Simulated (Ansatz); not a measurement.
# A thicker film of BaHfO3 (001), HfO2 faces from two thinner ones

In a field along its normal an insulating film takes a dipole p. Written as a length, p/(ε₀AE), it should grow by 1 − 1/ε for each ångström added.

Set-up. Ansatz 0.2.0, plane waves with PAW datasets (its set soft_1), PBE; perovskite films relaxed at a bulk in-plane lattice constant near the measured one, then held in weak fields of both signs with a dipole correction (A is the cell's area, E the outer field).

| run | distance between the outer atoms (Å) | p/(ε₀AE) (Å) |
| --- | --- | --- |
| 2 units | 8.322 | 8.836 |
| 3 units | 12.551 | 12.158 |
| 5 units | 21.001 | ? |

Q: Estimate the withheld value from the rows shown.

Two rows fix a line: slope = (12.158 − 8.836) / (12.551 − 8.322) = 0.7855, intercept 2.2991. That slope means ε = 1/(1 − 0.7855) = 4.66. At 21.001 it gives 0.7855 × 21.001 + 2.2991 = 18.795 Å, beyond the rows fitted. Rounding of the rows alone allows about ±0.004 Å there; two rows can't show whether the line holds.

The run itself gives 18.797 Å: a miss of +0.002 Å, or 0.0 % of the value. The length is met to within 1 %, though ε is more sensitive than the length: the two thickest films give ε = 4.67.

**Limits.** This is the electronic response alone. A unit is one step of the cut along the normal (a plane, a pair of planes or a cell), and the layers relax along it, away from their bulk spacing where the functional's lattice constant differs from the one held.
